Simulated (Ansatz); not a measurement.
# CdS (Greenockite, P6_3mc) under uniaxial strain along c, part 3 of 3

Wanted: the shifts of the zone-centre modes of CdS (Greenockite, P6_3mc) with strain.

Ansatz 0.2.0; DFT LDA, scalar-relativistic, plane waves, PAW; PAW set soft_1.

So far, highest optical mode at the zone centre (no LO-TO term) (cm⁻¹): step 4 (zone-centre response at rest) 307.

The database entry behind the starting cell differs from later determinations by our own check (about 0.35 % long), so it need not match the best structure at ambient conditions.

**6. Modes of this member: uniaxial strain of +4 % along c**

The zone-centre modes follow for uniaxial strain of +4 % along c, with the response to a field.

Contents of input.yaml:

```yaml
crystal:
  lattice:
    - [4.0212632829, 0.0, 0.0]
    - [-2.0106316414, 3.4825161583, 0.0]
    - [0.0, 0.0, 6.9043126056]
  atoms:
    - { symbol: S, position: [0.3333341032, 0.6666658968, 0.3699086855] }
    - { symbol: S, position: [0.6666658968, 0.3333341032, 0.8699086855] }
    - { symbol: Cd, position: [0.3333324335, 0.6666675665, 0.0050913145] }
    - { symbol: Cd, position: [0.6666675665, 0.3333324335, 0.5050913145] }
kpoints:
  mp_grid: { grid: [15, 15, 8] }
hamiltonian:
  xc: lda
  pseudopotentials: { kind: paw, azcp: { folder: soft_1 }, xc_functional: pbe }
scf:
  occupations: { method: fixed }
output:
  eigenvalues: true
phonons:
  method: dfpt
  dielectric: true
  rigid_motions: translations
```

The run is started by

```console
$ ansatz run input.yaml --threads 8 --pin off --max-ram 16384MiB --backend cpu --events-out ev --progress --plain --runs-dir out
```

Numbers of over 12 decimals in the logs are rounded to 6 here.

The program printed:

```text
Warning: the atoms were moved onto the symmetric positions of the space group found under crystal.symmetry.tolerance 1.0e-5 (fractional; no operation is sought that the atoms, as they stand in a round, miss by more than twice it, and no atom is moved by as much as it), and the run uses the moved positions. Before a round's move an operation carried an atom to 1.09e-5 Å from where it should land, the largest such dist [...]
[...]
Crystal: 4 atoms, lattice volume = 96.689 Å³
Basis set: ecut = 420 eV, 1919 PW (Γ), exchange–correlation on 54×54×96 points (8 copies of the dense FFT grid, shifted against one another)
Bands: 32, of which v1, the nominal top of the filled ones, is band 26 counted from 1 (25 counted from 0)
Symmetry: 12 space group operations
k-points: 488 of 1800 (irreducible under 2 space group operations, time reversal used)
[...]
SCF iter   1: F=—  HF=-17977.503225 eV  |F-HF|=—  |Δ(HF+E_count)|=         —  Δρ=2.33e-2  dr2=4.49e-1  ethr=3.10e-3  ⟨swp⟩=5.0  Hψ=55183  notcnv=0  defer=1892
[...]
SCF iter  10: F=-17977.373866 eV  HF=-17977.373866 eV  |F-HF|=0.00e0  |Δ(HF+E_count)|=  8.37e-11  Δρ=1.26e-7  dr2=1.44e-11  ethr=1.00e-12  ⟨swp⟩=14.2  Hψ=107311  notcnv=0
SCF 1 converged in 10 iterations: F = -17977.373866 eV  dr2 = 1.44e-11
[...]
Bands: 27, of which v1, the nominal top of the filled ones, is band 26 counted from 1 (25 counted from 0)
k-points: 288 of 2048 (irreducible under 4 space group operations, time reversal used)
[...]
Eigensolver: Dense (288 Hₖ)
SCF iter   1: F=—  HF=-17977.356514 eV  |F-HF|=—  |Δ(HF+E_count)|=         —  Δρ=1.43e-4  dr2=3.45e-6  ethr=1.00e-1
[...]
SCF iter   3: F=-17977.356514 eV  HF=-17977.356514 eV  |F-HF|=2.00e-8  |Δ(HF+E_count)|=   3.55e-7  Δρ=1.48e-5  dr2=8.09e-8  ethr=2.41e-9
SCF 1 converged in 3 iterations: F = -17977.356514 eV  dr2 = 8.09e-8
[...]
SCF converged after 10 iterations
Free energy (F): -17977.373866 eV
[...]
Internal energy: -17977.373866 eV  (E = F + TS)
E sigma→0 (E₀):  -17977.373866 eV
Fermi energy:    7.069356 eV
[...]
--- Band table (eV; the first three rows and the last of 488) ---
  k-point 0: bands = [... 22 lower, 6.3171, 6.8013, 7.0694, 7.0694, 7.9305, 9.9751, 13.1208, 13.5254, ... 2 higher]
  k-point 1: bands = [... 22 lower, 6.3435, 6.3995, 7.0381, 7.0381, 8.3012, 9.9806, 13.0274, 13.5466, ... 2 higher]
  k-point 2: bands = [... 22 lower, 6.4196, 6.4196, 6.9505, 6.9505, 8.9048, 9.9856, 12.8378, 13.6135, ... 2 higher]
  k-point 487: bands = [... 22 lower, 4.3465, 4.6103, 5.7287, 5.7930, 10.8835, 11.6151, 12.1285, 12.8363, ... 2 higher]
[...]
ASR residual: 5.861e-5 → 0.000e0 eV/Å²; symmetrization residual: 3.294e-6 eV/Å²
  ASR residual per site (eV/Å²): 3.08e-5 3.08e-5 5.86e-5 5.86e-5
[...]
ε∞ (high-frequency dielectric tensor):
        6.450685    -0.000000    -0.000000
       -0.000000     6.450685    -0.000000
       -0.000000    -0.000000     6.809711
  ε⁰ (static dielectric tensor: ions relaxed, cell fixed):
        9.434311    -0.000000    -0.000000
       -0.000000     9.434311    -0.000000
       -0.000000    -0.000000    10.543379
  ε⁰ − ε∞ (ionic part):
        2.983626    -0.000000    -0.000000
       -0.000000     2.983626    -0.000000
       -0.000000    -0.000000     3.733668
[...]
Born effective charges Z* (e; rows j = field, columns β = displacement):
    site 0:
        -2.04745    0.00000   -0.00000
         0.00000   -2.04745   -0.00000
        -0.00000    0.00000   -2.25846
    site 1:
        -2.04745    0.00000    0.00000
         0.00000   -2.04745    0.00000
        -0.00000   -0.00000   -2.25846
    site 2:
         2.04745   -0.00000    0.00000
        -0.00000    2.04745   -0.00000
         0.00000    0.00000    2.25846
    site 3:
         2.04745   -0.00000   -0.00000
        -0.00000    2.04745    0.00000
        -0.00000    0.00000    2.25846
  Z* charge neutrality: 3.017e-3 e pre-enforcement
[...]
optical modes at Γ without the LO–TO term, one row a degenerate level:
      ω (cm⁻¹)  modes    IR ((D/Å)²/amu)
         44.92      2             0.0000
        140.96      1             0.0000
        236.09      1             9.4346
        239.43      2            15.5080
        250.29      2             0.0000
        297.88      1             0.0000
  optical modes at Γ + LO–TO along q̂ = [1.0000, 0.0000, 0.0000]:
      ω (cm⁻¹)  modes    IR ((D/Å)²/amu)
         44.92      2             0.0000
        140.96      1             0.0000
        236.09      1             9.4346
        239.43      1             7.7540
        250.29      2             0.0000
        289.56      1             7.7540
        297.88      1             0.0000
  optical modes at Γ + LO–TO along q̂ = [0.0000, 1.0000, 0.0000]:
      ω (cm⁻¹)  modes    IR ((D/Å)²/amu)
         44.92      2             0.0000
        140.96      1             0.0000
        236.09      1             9.4346
        239.43      1             7.7540
        250.29      2             0.0000
        289.56      1             7.7540
        297.88      1             0.0000
  optical modes at Γ + LO–TO along q̂ = [0.0000, 0.0000, 1.0000]:
      ω (cm⁻¹)  modes    IR ((D/Å)²/amu)
         44.92      2             0.0000
        140.96      1             0.0000
        239.43      2            15.5080
        250.29      2             0.0000
        293.77      1             9.4346
        297.88      1             0.0000
```

The job ended after 6.2 min (8 threads of Arm Neoverse N1, shared host; peak memory 5.2 GiB).

This step gave:

* sum-rule residual before enforcement: 5.86e-5 eV/Å²
* miss of the charge sum rule: 0.003017 e
* estimated error of the dielectric tensor: 0.01979
* estimated error of the Born charges: 0.02289 e
* highest optical mode at the zone centre (no LO-TO term): 297.9 cm⁻¹
* lowest optical zone-centre mode: 44.92 cm⁻¹
* mean high-frequency dielectric constant: 6.570
* largest Born charge (third of the trace): -2.118 e
* mean static dielectric constant: 9.804
* top of the zone-centre spectrum with the field: 297.9 cm⁻¹

Without the LO-TO term. Patterns of degenerate modes are one choice out of their space. The modes at Γ (shares of kinetic energy by element, %):

```csv
mode,frequency (cm⁻¹),symmetry,S %,Cd %
1,0.0,acoustic,22,78
2,0.0,acoustic,22,78
3,0.0,acoustic,22,78
4,44.9,E2,17,83
5,44.9,E2,17,83
6,141.0,B1,1,99
7,236.1,A1,78,22
8,239.4,E1,78,22
9,239.4,E1,78,22
10,250.3,E2,83,17
11,250.3,E2,83,17
12,297.9,B1,99,1
```

Displacements in mode 4 (44.9 cm⁻¹), the largest set to 1:
```
S1   0.84  0.00  0.00
S2  -0.84  0.00  0.00
Cd3 -1.00  0.00  0.00
Cd4  1.00  0.00  0.00
```

Displacements in mode 12 (297.9 cm⁻¹), the largest set to 1:
```
S1   0.00  0.00 -1.00
S2   0.00  0.00  1.00
Cd3  0.00  0.00  0.06
Cd4  0.00  0.00 -0.06
```

Transverse modes. Lines of the infrared spectrum (strongest = 100):

```csv
position (cm⁻¹),label,relative intensity
45,E2,0.0
141,B1,0.0
236,A1,61
239,E1,100
250,E2,0.0
298,B1,0.0
```

Without the LO-TO term the lowest optical mode is real, 44.9 cm⁻¹, and the highest lies at 297.9 cm⁻¹.

The log warns of the k mesh: “the force constants stand on the 15×15×8 k-mesh, whose period is 11.80 times the interband length at k = (0.0000, 0.0000, 0.0000), direct gap 0.861 eV, under 14: take them and everything formed from them as unconverged”. So the frequencies of this run count as unconverged too.

**7. A member of the series: uniaxial strain of -4 % along c**

The cell takes a uniaxial strain of -4 % along c. The strained length and the angles are held, while the rest of the cell and the atoms relax.

Contents of input.yaml:

```yaml
crystal:
  lattice:
    - [4.1152315003, 0.0, 0.0]
    - [-2.0576157502, 3.5638950217, 0.0]
    - [0.0, 0.0, 6.373211636]
  atoms:
    - { symbol: S, position: [0.3333333387, 0.6666666613, 0.3806862185] }
    - { symbol: S, position: [0.6666666613, 0.3333333387, 0.8806862185] }
    - { symbol: Cd, position: [0.3333333266, 0.6666666734, -0.0056862185] }
    - { symbol: Cd, position: [0.6666666734, 0.3333333266, 0.4943137815] }
kpoints:
  mp_grid: { grid: [15, 15, 8] }
hamiltonian:
  xc: lda
  pseudopotentials: { kind: paw, azcp: { folder: soft_1 }, xc_functional: pbe }
scf:
  occupations: { method: gaussian, width: 0.02 }
output:
  forces: true
  stress: true
  eigenvalues: true
relax:
  adjacent_minimum: "off"
  f_tol: 0.001
  max_steps: 60
  cell: { stress_tol: 0.01, fix: [c, angles] }
```

The program printed:

```text
[...]
--- Relaxed structure (4 steps of the walk, 4 accepted, 1 SCFs on fresh bases) ---
[...]
cell:  # Å, volume = 94.1196 Å³
    - [4.129482, 2.896736102170503e-11, 0]
    - [-2.064741, 3.576236, 0]
    - [0, 0, 6.373211636]
  atoms:
    - { symbol: S, position: [0.333333, 0.666667, 0.382600] }
    - { symbol: S, position: [0.666667, 0.333333, 0.882600] }
    - { symbol: Cd, position: [0.333333, 0.666667, -0.00759964] }
    - { symbol: Cd, position: [0.666667, 0.333333, 0.492400] }
[key lines of the parts left out:]
SCF converged after 6 iterations
Free energy (F): -17977.376587 eV
Fermi energy:    7.933943 eV
P = ⅓ Tr σ = 0.8406 GPa (8.406 kbar)
```

Elapsed: 94 s, on 8 threads; peak memory 1 GiB.

Step by step:

```csv
step,energy less that of the first step (eV),largest force component (eV/Å),pressure (GPa),volume (Å³)
1,0.0000,0.1081,1.42,93.47
2,-0.0026,0.0528,0.97,94.00
3,-0.0031,0.0005,0.86,94.09
4,-0.0031,0.0001,0.84,94.12
5*,-0.0032,0.0001,0.84,94.12
```

Relaxation steps marked * repeat the geometry before them on a plane-wave basis chosen anew for their cell, so energy and pressure can jump there.

```csv
"conventional cell, symmetrised",before,after,change
a (Å),4.115,4.129,+0.3 %
b (Å),4.115,4.129,+0.3 %
c (Å),6.373,6.373,+0.0 %
volume (Å³/atom),23.37,23.53,+0.7 %
```

The atoms that moved most (Å, as changes of fractional coordinates times the final cell):

```csv
atom,dx,dy,dz,length
Cd3,0.000,0.000,-0.012,0.012
Cd4,0.000,0.000,-0.012,0.012
S2,0.000,0.000,0.012,0.012
S1,0.000,0.000,0.012,0.012
```

Final coordinates:

```xyz
4
Lattice="4.1295 0.0000 0.0000 -2.0647 3.5762 0.0000 0.0000 0.0000 6.3732" Properties=species:S:1:pos:R:3 pbc="T T T"
S     0.0000    2.3842    2.4384
S     2.0647    1.1921    5.6250
Cd    0.0000    2.3842   -0.0484
Cd    2.0647    1.1921    3.1382
```

This step gave:

| Quantity | Value |
| --- | --- |
| pressure | 0.8406 GPa |
| gap on the k-mesh | 1.068 eV |
| volume per atom | 23.53 Å³ |

The largest force component left is 0.12 meV/Å.

**8. Zone-centre modes of the member: uniaxial strain of -4 % along c**

The zone-centre modes follow for uniaxial strain of -4 % along c, with the response to a field.

input.yaml, the sections that differ from step 7:

```yaml
crystal:
  lattice:
    - [4.1294821748, 0.0, 0.0]
    - [-2.0647410874, 3.5762364678, 0.0]
    - [0.0, 0.0, 6.373211636]
  atoms:
    - { symbol: S, position: [0.333333335, 0.666666665, 0.3825996448] }
    - { symbol: S, position: [0.666666665, 0.333333335, 0.8825996448] }
    - { symbol: Cd, position: [0.3333333306, 0.6666666694, -0.0075996448] }
    - { symbol: Cd, position: [0.6666666694, 0.3333333306, 0.4924003552] }
scf:
  occupations: { method: fixed }
output:
  eigenvalues: true
phonons:
  method: dfpt
  dielectric: true
  rigid_motions: translations
# kpoints, hamiltonian: as in step 7
# relax: removed
```

The program printed:

```text
[...]
Crystal: 4 atoms, lattice volume = 94.120 Å³
Basis set: ecut = 420 eV, 1797 PW (Γ), exchange–correlation on 60×60×96 points (8 copies of the dense FFT grid, shifted against one another)
Bands: 32, of which v1, the nominal top of the filled ones, is band 26 counted from 1 (25 counted from 0)
Symmetry: 12 space group operations
k-points: 488 of 1800 (irreducible under 2 space group operations, time reversal used)
[...]
optical modes at Γ + LO–TO along q̂ = [1.0000, 0.0000, 0.0000]:
      ω (cm⁻¹)  modes    IR ((D/Å)²/amu)
[...]
optical modes at Γ + LO–TO along q̂ = [0.0000, 1.0000, 0.0000]:
      ω (cm⁻¹)  modes    IR ((D/Å)²/amu)
[...]
optical modes at Γ + LO–TO along q̂ = [0.0000, 0.0000, 1.0000]:
      ω (cm⁻¹)  modes    IR ((D/Å)²/amu)
[...]
254.64      2            16.1618
        269.35      2             0.0000
        293.01      1             8.2227
        309.88      1             0.0000
[key lines of the parts left out:]
SCF converged after 10 iterations
Free energy (F): -17977.376589 eV
Fermi energy:    7.399761 eV
```

The job ended after 6 min (8 threads; peak memory 5 GiB; 45 min of CPU time).

Numbers from this step:

| Property | Result |
| --- | --- |
| sum-rule residual before enforcement | 5.61e-5 eV/Å² |
| miss of the charge sum rule | 0.001774 e |
| estimated error of the dielectric tensor | 0.02214 |
| estimated error of the Born charges | 0.02261 e |
| highest optical mode at the zone centre (no LO-TO term) | 309.9 cm⁻¹ |
| lowest optical zone-centre mode | 40.19 cm⁻¹ |
| mean high-frequency dielectric constant | 6.434 |
| largest Born charge (third of the trace) | -2.096 e |
| mean static dielectric constant | 9.417 |
| top of the zone-centre spectrum with the field | 309.9 cm⁻¹ |

Without the LO-TO term. Patterns of degenerate modes are one choice out of their space. Modes at Γ, with each element's share of the kinetic energy:

```csv
mode,frequency (cm⁻¹),symmetry,S %,Cd %
1,0.0,acoustic,22,78
2,0.0,acoustic,22,78
3,0.0,acoustic,22,78
4,40.2,E2,18,82
5,40.2,E2,18,82
6,128.4,B1,5,95
7,237.6,A1,78,22
8,254.6,E1,78,22
9,254.6,E1,78,22
10,269.4,E2,82,18
11,269.4,E2,82,18
12,309.9,B1,95,5
```

Transverse modes. Infrared lines, with heights relative to the strongest:

```csv
position (cm⁻¹),label,relative intensity
40,E2,0.0
128,B1,0.0
238,A1,51
255,E1,100
269,E2,0.0
310,B1,0.0
```

Without the LO-TO term the lowest optical mode is real, 40.2 cm⁻¹, and the highest lies at 309.9 cm⁻¹.

The log warns of the k mesh: “the force constants stand on the 15×15×8 k-mesh, whose period is 11.78 times the interband length at k = (0.0000, 0.0000, 0.0000), direct gap 1.068 eV, under 14: take them and everything formed from them as unconverged”. So the frequencies of this run count as unconverged too.

**9. The series together**

The members are set side by side, also those not shown above.

Stress is positive in compression; energies are extrapolated to zero smearing, and E0 is that at rest; the axis is the direction of the strain; the edges not held and the atoms are relaxed in each cell. State of the crystal along the series:

```csv
strain (%),stress along the axis (GPa),free strain along a (%),free strain along b (%),E - E0 (meV/atom),gap on mesh (eV),ε∞ along the axis,"ε∞ across the axis, mean",ε0 along the axis,"ε0 across the axis, mean","largest Born charge in size, a third of the trace (e)","top mode with the field, highest of q along x, y and z (cm⁻¹)"
-4,2.528,1.366,1.366,7.989,1.068,6.341,6.48,9.641,9.305,2.096,309.9
-3,1.96,1.016,1.016,4.562,1.069,6.365,6.455,9.631,9.284,2.094,309.8
-2,1.343,0.6742,0.6742,2.057,1.073,6.399,6.434,9.667,9.275,2.093,309.2
-1,0.6901,0.3353,0.3353,0.5229,1.058,6.444,6.418,9.735,9.275,2.094,308.2
0,0.001473,0,0,0,1.026,6.499,6.409,9.835,9.283,2.096,306.8
1,-0.718,-0.3325,-0.3325,0.5273,0.9911,6.564,6.407,9.969,9.303,2.1,305
2,-1.466,-0.6587,-0.6587,2.133,0.9519,6.637,6.412,10.13,9.334,2.105,302.9
3,-2.236,-0.9795,-0.9795,4.841,0.9086,6.719,6.426,10.32,9.377,2.111,300.6
4,-3.032,-1.291,-1.291,8.67,0.8612,6.81,6.451,10.54,9.434,2.118,297.9
```

Without the LO-TO term; optical modes are counted from below at rest and tracked from member to member by their patterns, and modes that stay within 0.3 cm⁻¹ of each other stand once; labels, where given, are those at rest; the edges not held and the atoms are relaxed in each cell. Optical modes along the series:

```csv
strain (%),optical mode 1 E2 (cm⁻¹),optical mode 2 B1 (cm⁻¹),optical mode 3 A1 (cm⁻¹),optical mode 4 E1 (cm⁻¹),optical mode 5 E2 (cm⁻¹),optical mode 6 B1 (cm⁻¹)
-4,40.19,128.4,237.6,254.6,269.4,309.9
-3,40.47,130.9,239.2,253.1,267.4,309.8
-2,40.9,133.2,240.1,251.3,265.3,309.2
-1,41.42,135.2,240.6,249.5,263,308.2
0,42.02,136.9,240.6,247.6,260.7,306.8
1,42.69,138.3,240.1,245.7,258.2,305
2,43.4,139.5,239.2,243.6,255.6,302.9
3,44.14,140.4,237.9,241.6,253,300.6
4,44.92,141,236.1,239.4,250.3,297.9
```

Value and slope at zero strain of a cubic (a lower polynomial where under five rows exist) through the rows within 2 % of rest. Slopes at rest:

```csv
mode,frequency (cm⁻¹),shift per percent of strain (cm⁻¹),shift per GPa of compressive stress (cm⁻¹)
optical mode 1 E2,42,0.64,-0.91
optical mode 2 B1,136.9,1.58,-2.24
optical mode 3 A1,240.6,-0.26,0.37
optical mode 4 E1,247.6,-1.92,2.73
optical mode 5 E2,260.7,-2.41,3.42
optical mode 6 B1,306.8,-1.58,2.24
```

**10. Summary of results**

```json
{"members": "9", "highest optical mode at the zone centre (no LO-TO term), at rest": "306.8 cm⁻¹", "Young’s modulus along c": "70.5 GPa", "optical mode 3 A1, shift per percent": "-0.26 cm⁻¹", "optical mode 4 E1, shift per percent": "-1.92 cm⁻¹", "optical mode 5 E2, shift per percent": "-2.41 cm⁻¹", "optical mode 6 B1, shift per percent": "-1.58 cm⁻¹"}
```

The stress changes by 0.70 GPa for each percent, a Young’s modulus of 70 GPa along c. For each percent the free edge responds with -0.33 %. Within 2 % of rest optical mode 3 A1 and optical mode 6 B1 bend away from a straight line, so a single slope holds only near rest. The fastest shift in the table of slopes is -2.4 cm⁻¹ for each percent (optical mode 5 E2), or 3.4 cm⁻¹ for each GPa of compressive stress. For small strain, the measured shift of a line that Raman or infrared light can see, divided by its slope, estimates the stress, if the state of stress is of this kind. For infrared-active modes these slopes hold for the transverse lines; longitudinal ones carry the field and shift otherwise. With the field response the log warns that the k mesh is coarse for the force constants too, so the frequencies are to be taken as unconverged. These are harmonic frequencies at zero temperature: anharmonic shifts, linewidths and thermal expansion are left out. The PAW files were made for PBE; the program adapts parts of them to the functional of the run, but their partial waves stay those of PBE, an approximation that was not tested in this session. Only the zone centre was solved, so an instability at another wavevector cannot show here.

[Logs are printed without paths, hosts, clocks, repeated set-up lines and the standing remarks that a program may print on its own settings, such as how far it seeks lower states.]

[Hosts, paths, dates, database ids (printed as entryN), source tags and the programs' standing remarks are cut or masked in the printed files.]
